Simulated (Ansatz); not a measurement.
Rows from a G0W0 calculation on Te2Mo (P6_3/mmc) (Ansatz 0.2.0; G0W0 on PBE, plane waves, PAW; 6×6×2 mesh, 624 empty bands, screening to 150 eV), in eV. Spin-orbit coupling is left out.

| row | k | band | start | Σx | Σc at the solution | Vxc |
| --- | --- | --- | --- | --- | --- | --- |
| A | (0.167, 0.167, 0.000) | v1 | 11.801 | -19.098 | 0.838 | -18.205 |
| B | (0.167, 0.167, 0.000) | c1 | 13.303 | -13.100 | -3.610 | -16.836 |
| C | Γ | v1 | 12.477 | -18.828 | 0.253 | -18.522 |
| D | (0.167, 0.167, 0.000) | c2 | 14.046 | -13.568 | -4.062 | -17.776 |
| E | Γ | v2 | 12.153 | -16.224 | 1.020 | -14.704 |
| F | Γ | c1 | 15.379 | -12.621 | -4.155 | -16.824 |

Question: Work out each quasiparticle level and how far it moved.

The quasiparticle equation reads E = start + Σx + Σc(E) − Vxc.

| row | E (eV) | shift (eV) |
| --- | --- | --- |
| A | 11.745 | −0.055 |
| B | 13.429 | +0.126 |
| C | 12.424 | −0.053 |
| D | 14.192 | +0.146 |
| E | 11.654 | −0.499 |
| F | 15.427 | +0.048 |

The gap over the computed points goes from 0.83 eV to 1.00 eV.

Limits: not at the basis limit; no spin-orbit coupling; coarse k mesh.

[Runs of the session that timed out or met a known fault of the program may be left out.]

[Cells called generated may have been cut or substituted from an entry of the Crystallography Open Database or the Materials Project.]

[Hosts, paths, dates, database ids (printed as entryN), source tags and the programs' standing remarks are cut or masked in the printed files.]
